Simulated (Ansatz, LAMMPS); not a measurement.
# Static equation of state of amorphous 83SiO2-17PbO (mol %) (150 atoms)

Density of this cell: 3.48 g/cm³. The cell holds 150 atoms: 44 Si, 9 Pb and 97 O. Its edges and angles: a = 13.057 Å, b = 13.281 Å, c = 12.836 Å, α = 90.8°, β = 91.5°, γ = 87.1°. The starting structure: 150 atoms (44 Si, 9 Sr, 97 O) placed at random at 2.63 g/cm³, melted at 5000 K for 10 ps at fixed volume with the Morse and Coulomb pair potential with partial charges (Pedone, Malavasi, Menziani, Cormack and Segre, J. Phys. Chem. B 110, 11780 (2006)). Quenched from 5000 K to 300 K at 50 K/ps and fixed volume, held 10 ps at zero pressure, then minimised at fixed cell. Then Sr was replaced by Pb and the cell scaled by 1.008 (the potential has no terms for the new elements, so the cell is a start for a DFT relaxation).

Calculated with Ansatz 0.2.0: Kohn-Sham DFT, PBE, PAW (set soft_2), plane waves; cutoff 420 eV, Γ point, gaussian smearing of 0.025 eV. Cell and atoms were relaxed first, to V0 = 14.814 Å³ an atom at a residual P0 = -0.002 GPa. The cell was then scaled evenly, and the atoms were relaxed at each volume.

```
volume (Å³/atom)  pressure (GPa)
          13.333           5.125
          13.925               ?
          14.370           1.480
          15.259          -1.465
          15.703          -2.781
```

**Question.** Fit the third-order Birch–Murnaghan equation to the rows given and interpolate to the withheld row.

**Working.**

Take the Eulerian strain f = ½[(V0/V)^(2/3) − 1] and the normalised pressure F = (P − P0) / [3f(1 + 2f)^(5/2)]. The third-order Birch–Murnaghan equation is then the line F = B0 + (3/2)B0(B′ − 4) f, so u = f and v = F.

| u = f | v = F (GPa) |
| --- | --- |
| 0.0363832 | 39.4090 |
| 0.0102570 | 45.7732 |
| -0.00975626 | 52.5128 |
| -0.0190505 | 53.5928 |

With n = 4: mean u = 0.00445833, mean v = 47.8220, Σ(u − ū)² = 0.0018075, Σ(u − ū)(v − v̄) = -0.48281. Slope b = -0.48281 / 0.0018075 = -267.11; intercept a = v̄ − b ū = 49.013.

So B0 = a = 49.0 GPa and B′ = 4 + 2b/(3a) = 0.367. At the withheld volume f = 0.02106, F = a + b f = 43.39 GPa, and P = P0 + 3f(1 + 2f)^(5/2) F.

Prediction at 13.925: 3.037 GPa. The run gave 2.954 GPa, so the fit is high by 0.082 GPa (2.8 % of the value).

Among the rows given, the largest miss of the fit is at 15.703, by 0.026 GPa (0.33 % of the range of the table).

Limits: Static cells at zero temperature; the cell shape is held. The program notes that the SCF threshold of these relaxations is loose for the stress. The quench rate of 50 K/ps is many orders above laboratory rates, so the cell is likely richer in defects and strain than a real sample. The network of bonds at the start is that of the classical potential that made the cell, and needn't be the one that DFT or experiment would give. Only the Γ point is sampled, in a cell whose shortest periodic width is 13 Å.

[Logs are printed without paths, hosts, clocks, repeated set-up lines and the standing remarks that a program may print on its own settings, such as how far it seeks lower states.]

[Hosts, paths, dates, database ids (printed as entryN), source tags and the programs' standing remarks are cut or masked in the printed files.]
